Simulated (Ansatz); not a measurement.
# Simulated XPS, UPS and emission spectra of Na3AsBr6, part 2 of 3

Aim: the valence spectrum of Na3AsBr6 from He I to hard X-rays, and which orbitals make each feature.

Ansatz 0.2.0; DFT, PBE, plane-wave PAW, default files, scalar-relativistic (the session's first sound run).

So far: Starting point; The base run.

**2. The base run (continued)**

ELF in the ac plane of the conventional cell at fractional y = 0.000, with atoms of Br and As and Na within 0.2 Å of it. It is the smooth field of the valence electrons, not physical close to the nuclei.

Ten even steps from '_' (0.01) to '@' (0.87), each cell a mean:
```
==****++##%%++::--%%@@++__::**++**==__--%%@@**::--%%%%++++**++
****==::++%%@@@@@@@@%%==____::----..__::**@@@@@@@@@@**----++**
++==::....==##@@@@##==..__..........____::**%%@@%%**::....==++
%%%%**--....::====::____--**##%%%%##==..__..--==--..__::++##%%
==##@@%%==____________--##@@@@%%%%@@%%**::__________::**@@@@++
__==@@@@**::________::**@@@@++..::%%@@%%==__________==%%@@##..
--##@@@@**..________::**@@@@==__::%%@@%%--__________--##@@@@==
@@@@%%**::____....____--**@@%%##%%@@%%==..____..____..==##@@@@
**++==..__..==****==..__::==**####**--....--****++::____--++**
..______::**%%@@@@%%**::..--++++++==::..==%%@@@@@@##==..______
++==..__++%%@@%%##%%%%++--++********====##@@####@@@@##::__::++
==**--__**@@##..__--%%##++**++====******%%##..__==@@%%::..++++
++**::__++@@%%--::++@@##++**++==++**++++%%##--::**@@%%::__++++
--::____==%%@@@@@@@@%%==::==******++----**@@@@@@@@@@**..__..--
......__..==##@@@@##==....::==++++==....--**%%@@%%**::____....
%%##**--____::====::__..--**%%%%%%##++::__..--==--..__..++##%%
%%@@@@##--____________==%%@@##==++@@@@**::__________::**%%@@%%
..++@@@@**::________::**@@@@==__..%%@@%%==__________==%%@@%%::
__++@@@@**..________..**@@@@##--++@@@@##--__________==%%@@%%::
##@@@@**::____....____::**%%@@@@@@@@##==..____....__..++%%@@##
##**==::__..==****==..__..==++****++::____::++**++--....--**##
++++--..::**@@@@@@%%**::______..________==##@@@@@@##==..::==++
****++--**@@%%##%%@@%%++__..==++++::__::##@@@@####@@##====****
==++**++##%%--__..##@@++__--**==++++..--%%@@==__..##%%******==
```
Columns run along a (11.0 Å), rows up along c (11.0 Å), edges of the conventional cell, whose origin can differ from the input's. Atoms in or near the plane, at fractional coordinates: Br at (0.50, 0.26), Br at (0.00, 0.76), Br at (0.76, 0.00), Br at (0.26, 0.50), Br at (0.00, 0.24), Br at (0.50, 0.74), Br at (0.24, 0.00), Br at (0.74, 0.50), As at (0.00, 0.00), As at (0.50, 0.50), Na at (0.50, 0.00), Na at (0.00, 0.50).

Electrostatic potential energy in the ac plane of the conventional cell at fractional y = 0.000, with atoms of Br and As and Na within 0.2 Å of it. With pseudopotentials it is smooth inside the atoms' cores, unlike the true potential.

Ten even steps from '0' (-73 eV) to '9' (7 eV), each cell a mean:
```
9878961004899851379997200489879
7789987568999988899999756899977
8999999999999999999999999999998
7899999999999999999999999999998
1379999999999864579999999999952
0169999999999610048999999999830
0379999999999610038999999999851
6899999999999853479999999999987
9999999999999998999999999999999
9999999989999988899999889999999
6799997335899877778996335899986
0489983001588789977982001699961
2589984001698789978983002799973
8899998657999877789998657999998
9999999999999998899999999999999
9999999999999987899999999999999
4689999999999731269999999999975
0169999999999600038999999999830
0169999999999720158999999999830
3589999999999986789999999999974
8999999999999999999999999999999
8899999899999999999999988999998
7789985337999976689998533699877
9878850003899840169996100389779
```
Columns run along a (11.0 Å; values clipped at the 3rd and 97th percentile), rows up along c (11.0 Å), edges of the conventional cell, whose origin can differ from the input's. Atoms in or near the plane, at fractional coordinates: Br at (0.50, 0.26), Br at (0.00, 0.76), Br at (0.76, 0.00), Br at (0.26, 0.50), Br at (0.00, 0.24), Br at (0.50, 0.74), Br at (0.24, 0.00), Br at (0.74, 0.50), As at (0.00, 0.00), As at (0.50, 0.50), Na at (0.50, 0.00), Na at (0.00, 0.50).

Valence density in the ac plane of the conventional cell at fractional y = 0.000, with atoms of Br and As and Na within 0.2 Å of it. It is the smooth field of the valence electrons, not physical close to the nuclei.

Values in e/Å³, 13 rows by 16 columns, each cell a mean:
```
 6  0  0  1  1  0  0  3  4  0  0  1  1  1  0  4
 0  0  0  0  0  0  0  0  0  0  0  0  0  0  0  0
 1  1  0  0  0  0  0  1  1  0  0  0  0  0  0  1
 1  1  0  0  0  0  0  1  1  1  0  0  0  0  0  1
 0  0  0  0  0  0  0  1  1  0  0  0  0  0  0  0
 1  0  0  1  1  0  0  1  2  0  0  1  1  0  0  1
10  0  0  1  1  1  0  9 14  1  1  1  1  1  0  6
 0  0  0  1  1  0  0  1  1  0  0  1  1  0  0  0
 0  0  0  0  0  0  0  1  1  0  0  0  0  0  0  0
 1  1  0  0  0  0  0  1  1  1  0  0  0  0  0  1
 1  0  0  0  0  0  0  1  1  0  0  0  0  0  0  1
 0  0  0  0  0  0  0  0  0  0  0  0  0  0  0  0
10  1  1  1  1  0  0  4  7  0  0  1  1  1  0  6
```
Columns run along a (11.0 Å), rows up along c (11.0 Å), edges of the conventional cell, whose origin can differ from the input's. Atoms in or near the plane, at fractional coordinates: Br at (0.50, 0.26), Br at (0.00, 0.76), Br at (0.76, 0.00), Br at (0.26, 0.50), Br at (0.00, 0.24), Br at (0.50, 0.74), Br at (0.24, 0.00), Br at (0.74, 0.50), As at (0.00, 0.00), As at (0.50, 0.50), Na at (0.50, 0.00), Na at (0.00, 0.50).

Recipe: projected DOS times atomic cross section and asymmetry factor (unpolarised light, 60° from the beam), occupied states only, Fermi edge at 300 K, a Lorentzian width of 0.1 eV growing by 0.05 eV per eV of binding energy, and a resolution of 0.1 eV. Curves are cut 10 eV under the photon energy, above any shell that the free atom's threshold puts out of reach, or at the lower edge of the window: 8.4 eV at 21.2 eV, 25.2 eV at 40.8 eV, 25.2 eV at 250 eV, 25.2 eV at 1486.7 eV and 25.2 eV at 5950 eV. A star in tables and legends marks shells that hold the states left over by the projection (0.4 % of the filled ones), a stand-in for orbitals that the files don't project on. Matrix elements of the solid and inelastic losses aren't modelled, nor non-dipole terms, which matter above 3 keV.

How the area divides among the shells (%):

```csv
shell,21.2 eV,40.8 eV,250 eV,1486.7 eV,5950 eV
Br 4s,0.0,3.7,10.3,27.2,48.0
Br 4p,97.5,34.7,20.6,53.4,42.0
As 4s,0.0,0.9,1.3,3.4,5.8
As 4p,2.4,1.2,1.0,2.3,1.7
Na 2p,0.0,59.2,66.7,13.5,2.5
```

At this level the gap is 2.48 eV on the path.

**3. With spin–orbit coupling**

This step: DFT, PBE, plane-wave PAW, default files, with spin-orbit coupling (Ansatz 0.2.0).

Spin–orbit coupling splits and shifts levels of heavy atoms, so the bands are solved again with spinors.

input.yaml

```yaml
crystal:
  lattice:
    - [0.0, 5.50764, 5.50764]
    - [5.50764, 0.0, 5.50764]
    - [5.50764, 5.50764, 0.0]
  atoms:
    - { symbol: Br, position: [0.759626, 0.759626, 0.240374] }
    - { symbol: Br, position: [0.759626, 0.240374, 0.759626] }
    - { symbol: Br, position: [0.240374, 0.759626, 0.240374] }
    - { symbol: Br, position: [0.240374, 0.759626, 0.759626] }
    - { symbol: Br, position: [0.240374, 0.240374, 0.759626] }
    - { symbol: Br, position: [0.759626, 0.240374, 0.240374] }
    - { symbol: As, position: [0.0, 0.0, 0.0] }
    - { symbol: Na, position: [0.5, 0.5, 0.5] }
    - { symbol: Na, position: [0.25, 0.25, 0.25] }
    - { symbol: Na, position: [0.75, 0.75, 0.75] }
kpoints:
  mp_grid: { grid: [4, 4, 4] }
  band_path:
    path:
      - [[0.0, 0.0, 0.0], [0.5, 0.0, 0.5], [0.625, 0.25, 0.625]]
      - [[0.375, 0.375, 0.75], [0.0, 0.0, 0.0], [0.5, 0.5, 0.5], [0.5, 0.25, 0.75], [0.5, 0.0, 0.5]]
    npoints: 15
scf:
  occupations: { method: fermi_dirac, width: 0.02 }
  n_extra_bands: 48
hamiltonian:
  xc: pbe
  pseudopotentials: { kind: paw_fr }
output:
  forces: true
  stress: true
  dos:
    projected: true
    de: 0.05
    e_range: [-30, 12]
    nscf_kmesh: { grid: [6, 6, 6] }
    method: { smearing: { sigma: 0.08, scheme: gaussian } }
  fatbands: true
magnetization:
  noncollinear: true
  spin_orbit: true
```

On the command line:

```console
$ ansatz run input.yaml --threads 2 --pin off --max-ram 4096MiB --backend cpu --events-out ev --progress --plain --runs-dir out
```

Numbers of over 12 decimals in the logs are rounded to 6 here.

What it wrote:

```text
scf.n_extra_bands = 48 over 84 filled bands (N_el = 84.0): the run solves 132 bands
Engine: ansatz 0.2.0, aarch64-unknown-linux-gnu
Pseudopotentials: kind: paw_fr
Pseudopotential: Br, paw_fr, valence charge 7, recommended cutoff 420 eV (normal), Br.paw.azcp#standard-fr
Pseudopotential: As, paw_fr, valence charge 15, recommended cutoff 420 eV (normal), As.paw.azcp#standard-fr
Pseudopotential: Na, paw_fr, valence charge 9, recommended cutoff 420 eV (normal), Na.paw.azcp#standard-fr
Functional definition: PBE
  parameter kappa = 0.804
  parameter beta = 0.066725
  exchange = pbe_x(kappa = kappa, mu = beta*pi^2/3)
  correlation = pbe_c(beta = beta)
non-collinear run that drives no moment, with spin-orbit: no starting moment large enough to seed its density (crystal.atoms[].spin), no starting occupations that ask for one, no magnetisation constraint and no magnetic field, so the semilocal B_xc is pinned to zero
Crystal: 10 atoms, lattice volume = 334.139 Å³
Basis set: ecut = 420 eV, 6423 PW (Γ), exchange–correlation on 108×108×108 points (8 copies of the dense FFT grid, shifted against one another)
Bands: 132, of which v1, the nominal top of the filled ones, is band 84 counted from 1 (83 counted from 0)
Symmetry: 48 space group operations + 48 with time reversal
Magnetic group: BNS 225.117 (UNI 1619), of the structure as read, at distance tolerance 6.9e-5 Å
k-points: 8 of 64
Projection manifold: j_resolved (fully-relativistic pseudo-atomic orbitals)
Non-local potential: Br, projectors of the file, l = 0: 2, l = 1: 4, l = 2: 4
Non-local potential: As, projectors of the file, l = 0: 2, l = 1: 4, l = 2: 6, l = 3: 2
Non-local potential: Na, projectors of the file, l = 0: 3, l = 1: 4, l = 2: 2
PAW form: soft (Blöchl's): semilocal exchange-correlation on the pseudo side does not see the compensation charge
PAW one-centre angular grid: Br, 110 points (default); XC on 64 Gauss nodes
PAW one-centre angular grid: As, 590 points (default); XC on 64 Gauss nodes
PAW one-centre angular grid: Na, 110 points (default); XC on 185 of its mesh's 2595 points in the sphere
Initial density: superposition of atomic densities (chi_scale 0.1, normalization cell, long waves kept (reshape's long-wave potential 0.05 eV rms))
Initial wavefunctions: pseudopotential atomic-orbital guess
Functional: x = pbe(κ = 0.804, μ = 0.219515), c = pbe(β = 0.066725)
SCF iter   1: F=—  HF=-26029.815282 eV  |F-HF|=—  |Δ(HF+E_count)|=         —  Δρ=4.41e-2  dr2=8.05e0  dr2_m=0.00e0 (ungated)  ethr=3.10e-3  |M|=0.00e0 ∫|m|=0.00e0 μB  |m|>n=0.0e0 m-floor=0.0e0 τ_xc=0.0e0  β_m=0.30  ⟨swp⟩=7.4  Hψ=2586  notcnv=0  defer=190
preconditioner: auto → Resta (q_TF=auto, 2.167 Å⁻¹)  ε∞=2.5  [insulator: Δε(μ)=1.927 eV  Ē_g=11.604 eV  σ=0.020 eV  W_gap=1.00  n_scr=58 (ndim 8)  ℏωp=14.4 eV  f_vac=0.016  D(μ)=0.00/eV (n_scr^D=0)  ε∞_Penn≈2.5]
spin=Noncollinear: Resta preconditioning applied to the charge; magnetization (m_x, m_y, m_z) channels mix plain (no charge-response kernel on spin).
SCF iter   2: F=—  HF=-26027.623216 eV  |F-HF|=—  |Δ(HF+E_count)|=    2.19e0  Δρ=2.62e-2  dr2=2.61e0  dr2_m=0.00e0 (ungated)  ethr=3.10e-3  |M|=0.00e0 ∫|m|=0.00e0 μB  |m|>n=0.0e0 m-floor=0.0e0 τ_xc=0.0e0  β_m=0.48  ⟨swp⟩=2.4  Hψ=915  notcnv=0  defer=332
SCF iter   3: F=—  HF=-26026.547164 eV  |F-HF|=—  |Δ(HF+E_count)|=    1.08e0  Δρ=6.28e-3  dr2=1.76e-1  dr2_m=0.00e0 (ungated)  ethr=3.10e-3  |M|=0.00e0 ∫|m|=0.00e0 μB  |m|>n=0.0e0 m-floor=0.0e0 τ_xc=0.0e0  β_m=0.65  ⟨swp⟩=2.6  Hψ=873  notcnv=0  defer=330
SCF iter   4: F=—  HF=-26026.494080 eV  |F-HF|=—  |Δ(HF+E_count)|=   5.31e-2  Δρ=1.67e-3  dr2=2.18e-2  dr2_m=0.00e0 (ungated)  ethr=2.10e-4  |M|=0.00e0 ∫|m|=0.00e0 μB  |m|>n=0.0e0 m-floor=0.0e0 τ_xc=0.0e0  β_m=0.65  ⟨swp⟩=3.8  Hψ=857  notcnv=0  defer=320
SCF iter   5: F=—  HF=-26026.492982 eV  |F-HF|=—  |Δ(HF+E_count)|=   1.10e-3  Δρ=5.64e-4  dr2=1.18e-3  dr2_m=0.00e0 (ungated)  ethr=2.60e-5  |M|=0.00e0 ∫|m|=0.00e0 μB  |m|>n=0.0e0 m-floor=0.0e0 τ_xc=0.0e0  β_m=0.80  ⟨swp⟩=3.0  Hψ=736  notcnv=0  defer=320
SCF iter   6: F=—  HF=-26026.494341 eV  |F-HF|=—  |Δ(HF+E_count)|=   1.36e-3  Δρ=1.74e-4  dr2=8.14e-5  dr2_m=0.00e0 (ungated)  ethr=1.40e-6  |M|=0.00e0 ∫|m|=0.00e0 μB  |m|>n=0.0e0 m-floor=0.0e0 τ_xc=0.0e0  β_m=0.72  ⟨swp⟩=2.0  Hψ=752  notcnv=0  defer=328
SCF iter   7: F=—  HF=-26026.494340 eV  |F-HF|=—  |Δ(HF+E_count)|=   6.98e-7  Δρ=4.97e-5  dr2=1.01e-5  dr2_m=0.00e0 (ungated)  ethr=9.69e-8  |M|=0.00e0 ∫|m|=0.00e0 μB  |m|>n=0.0e0 m-floor=0.0e0 τ_xc=0.0e0  β_m=0.86  ⟨swp⟩=2.0  Hψ=794  notcnv=0  defer=328
SCF iter   8: F=—  HF=-26026.494362 eV  |F-HF|=—  |Δ(HF+E_count)|=   2.19e-5  Δρ=1.26e-5  dr2=1.30e-6  dr2_m=0.00e0 (ungated)  ethr=1.20e-8  |M|=0.00e0 ∫|m|=0.00e0 μB  |m|>n=0.0e0 m-floor=0.0e0 τ_xc=0.0e0  β_m=0.93  ⟨swp⟩=2.0  Hψ=495  notcnv=0  defer=328
SCF iter   9: F=-26026.494363 eV  HF=-26026.494363 eV  |F-HF|=9.84e-9  |Δ(HF+E_count)|=   1.60e-6  Δρ=3.60e-6  dr2=8.15e-8  dr2_m=0.00e0 (ungated)  ethr=1.19e-10  |M|=0.00e0 ∫|m|=0.00e0 μB  |m|>n=0.0e0 m-floor=0.0e0 τ_xc=0.0e0  ⟨swp⟩=14.8  Hψ=3530  notcnv=0
SCF 1 converged in 9 iterations: F = -26026.494363 eV  dr2 = 8.15e-8
[...]
NSCF: frozen V_eff on 92 k-points
```

Run time: 16 min. Hardware: 2 threads of Arm Neoverse V1, shared host; peak memory 2.5 GiB.

The run was cut off at the time limit after its SCF cycle had converged; no result of it is taken.

**4. With LDA**

This step: DFT, LDA, plane-wave PAW, default files, scalar-relativistic (Ansatz 0.2.0).

The run is repeated with LDA on the same cell, to see how much the levels hang on the functional.

input.yaml, as its differences from that of step 3:

```diff
@@ -25,6 +25,6 @@
   occupations: { method: fermi_dirac, width: 0.02 }
-  n_extra_bands: 48
+  n_extra_bands: 24
 hamiltonian:
-  xc: pbe
-  pseudopotentials: { kind: paw_fr }
+  xc: lda
+  pseudopotentials: { kind: paw }
 output:
@@ -37,6 +37,2 @@
     nscf_kmesh: { grid: [6, 6, 6] }
-    method: { smearing: { sigma: 0.08, scheme: gaussian } }
   fatbands: true
-magnetization:
-  noncollinear: true
-  spin_orbit: true
```

What it wrote:

```text
[...]
Crystal: 10 atoms, lattice volume = 334.139 Å³
Basis set: ecut = 420 eV, 6423 PW (Γ)
Bands: 66, of which v1, the nominal top of the filled ones, is band 42 counted from 1 (41 counted from 0)
Symmetry: 48 space group operations
[...]
k-points: 8 of 64
[...]
SCF iter   1: F=—  HF=-25345.603213 eV  |F-HF|=—  |Δ(HF+E_count)|=         —  Δρ=4.39e-3  dr2=3.83e-2  ethr=1.77e-3  ⟨swp⟩=7.9  Hψ=2560  notcnv=0  defer=56
[...]
SCF iter   8: F=-25345.584429 eV  HF=-25345.584429 eV  |F-HF|=2.73e-9  |Δ(HF+E_count)|=   8.73e-9  Δρ=1.14e-6  dr2=5.06e-9  ethr=1.19e-10  ⟨swp⟩=14.9  Hψ=2911  notcnv=0
SCF 1 converged in 8 iterations: F = -25345.584429 eV  dr2 = 5.06e-9
[...]
NSCF: frozen V_eff on 92 k-points
[...]
SCF converged after 8 iterations
Free energy (F): -25345.584429 eV
[...]
Internal energy: -25345.584429 eV  (E = F + TS)
E sigma→0 (E₀):  -25345.584429 eV
Fermi energy:    2.213197 eV
[...]
--- Forces (eV/Å), atoms counted from 1 ---
  atom   1  Br     0.00000000    -0.00000000     0.16354302
  atom   2  Br    -0.00000000     0.16354302    -0.00000000
  atom   3  Br     0.00000000    -0.16354302     0.00000000
  atom   4  Br     0.16354302     0.00000000     0.00000000
  atom   5  Br    -0.00000000    -0.00000000    -0.16354302
  atom   6  Br    -0.16354302    -0.00000000     0.00000000
  atom   7  As     0.00000000    -0.00000000     0.00000000
  atom   8  Na     0.00000000    -0.00000000    -0.00000000
  atom   9  Na     0.00000000     0.00000000    -0.00000000
  atom  10  Na     0.00000000     0.00000000     0.00000000
  max |Σ_I F_I| component: 1.12e-16 eV/Å
--- Stress (GPa, compression-positive) ---
       -2.246809      -0.000000       0.000000
       -0.000000      -2.246809       0.000000
       -0.000000       0.000000      -2.246809
  P = ⅓ Tr σ = -2.2468 GPa (-22.468 kbar)
--- Band table (eV; the first three rows and the last of 8) ---
  k-point 0: bands = [... 38 lower, 0.3432, 0.9780, 0.9780, 0.9780, 3.9185, 4.0431, 4.0431, 4.0431, ... 20 higher]
  k-point 1: bands = [... 38 lower, 0.5192, 0.8152, 0.8152, 0.8742, 3.7209, 4.3995, 4.3995, 4.4022, ... 20 higher]
  k-point 2: bands = [... 38 lower, 0.6586, 0.6586, 0.7038, 0.7892, 3.3929, 4.7400, 4.7400, 5.1916, ... 20 higher]
  k-point 7: bands = [... 38 lower, 0.2057, 0.6760, 0.6760, 1.0175, 4.2811, 4.4835, 4.4835, 5.7537, ... 20 higher]
```

It took 72 s on 2 threads; peak memory 1.1 GiB; 2.4 min of CPU time.

This step gave:

* free energy: -25345.5844 eV
* Fermi energy: 2.213 eV
* pressure: -2.247 GPa
* gap on the k-mesh: 2.375 eV
* share of occupied states in no projected shell: 0.004 of the occupied states in the window
* gap on the path: 2.375 eV
* least direct gap on the path: 2.604 eV

The electronic bands at the labelled points (eV, zero at the valence-band maximum; v1 is the highest filled band, c1 the lowest empty one):

```csv
point,v4,v3,v2,v1,c1,c2,c3,c4
Γ,-0.67,-0.04,-0.04,-0.04,2.90,3.03,3.03,3.03
0.47 of the way,-0.38,-0.33,-0.33,-0.04,3.19,3.19,3.22,3.46
X,-0.67,-0.67,-0.05,-0.02,3.36,3.36,3.53,4.70
0.47 of the way,-0.72,-0.65,-0.08,-0.01,3.29,3.42,3.53,4.70
U,-0.60,-0.55,-0.18,-0.02,3.10,3.50,3.58,4.68
jump to K,-0.60,-0.55,-0.18,-0.02,3.10,3.50,3.58,4.68
0.53 of the way,-0.39,-0.27,-0.27,-0.15,2.83,3.22,3.52,3.54
Γ,-0.67,-0.04,-0.04,-0.04,2.90,3.03,3.03,3.03
0.53 of the way,-0.47,-0.22,-0.22,-0.16,2.67,3.42,3.42,3.44
L,-0.36,-0.36,-0.31,-0.23,2.38,3.72,3.72,4.17
0.53 of the way,-0.62,-0.34,-0.33,-0.08,2.80,3.58,3.66,4.43
W,-0.81,-0.34,-0.34,0.00,3.26,3.47,3.47,4.74
0.47 of the way,-0.72,-0.60,-0.14,-0.01,3.31,3.40,3.52,4.70
X,-0.67,-0.67,-0.05,-0.02,3.36,3.36,3.53,4.70
```

Of the projections kept (Br s, Br p, As s, As p, Na s, not projected), the largest for each band there; the rest of the weight can lie on other orbitals:

```csv
point,v4,v3,v2,v1,c1,c2,c3,c4
Γ,Br p 0.97,Br p 1.00,Br p 1.00,Br p 1.00,Na s 0.86,As p 0.55,As p 0.55,As p 0.55
X,Br p 0.99,Br p 0.99,Br p 1.00,Br p 0.83,As p 0.54,As p 0.54,As p 0.52,Na s 0.73
U,Br p 0.99,Br p 0.99,Br p 1.00,Br p 0.83,As p 0.52,As p 0.53,As p 0.54,Na s 0.83
K,Br p 0.99,Br p 0.99,Br p 1.00,Br p 0.83,As p 0.52,As p 0.53,As p 0.54,Na s 0.83
Γ,Br p 0.97,Br p 1.00,Br p 1.00,Br p 1.00,Na s 0.86,As p 0.55,As p 0.55,As p 0.55
L,Br p 0.99,Br p 0.99,Br p 1.00,Br p 0.82,As p 0.52,As p 0.54,As p 0.54,Na s 0.84
```

Side by side:

```csv
quantity,this run,base run,difference
gap on the path (eV),2.3754,2.48,-0.105
least direct gap on the path (eV),2.6037,2.699,-0.0953
gap on the k-mesh (eV),2.3754,2.4800,-0.105
```

One result that differs is the gap on the k-mesh, 2.38 eV against 2.48 eV.

At this level the gap is 2.38 eV on the path.

[end of part 2 of 3]

[Logs are printed without paths, hosts, clocks, repeated set-up lines and the standing remarks that a program may print on its own settings, such as how far it seeks lower states.]

[Hosts, paths, dates, database ids (printed as entryN), source tags and the programs' standing remarks are cut or masked in the printed files.]

[Maps of the electrostatic potential energy from Ansatz leave out the sawtooth potential of an applied field or a dipole correction, so their vacuum need not be flat; work functions include it.]

[Peak lists hold at most the 14 tallest peaks of each spectrum; further lines can be left out.]
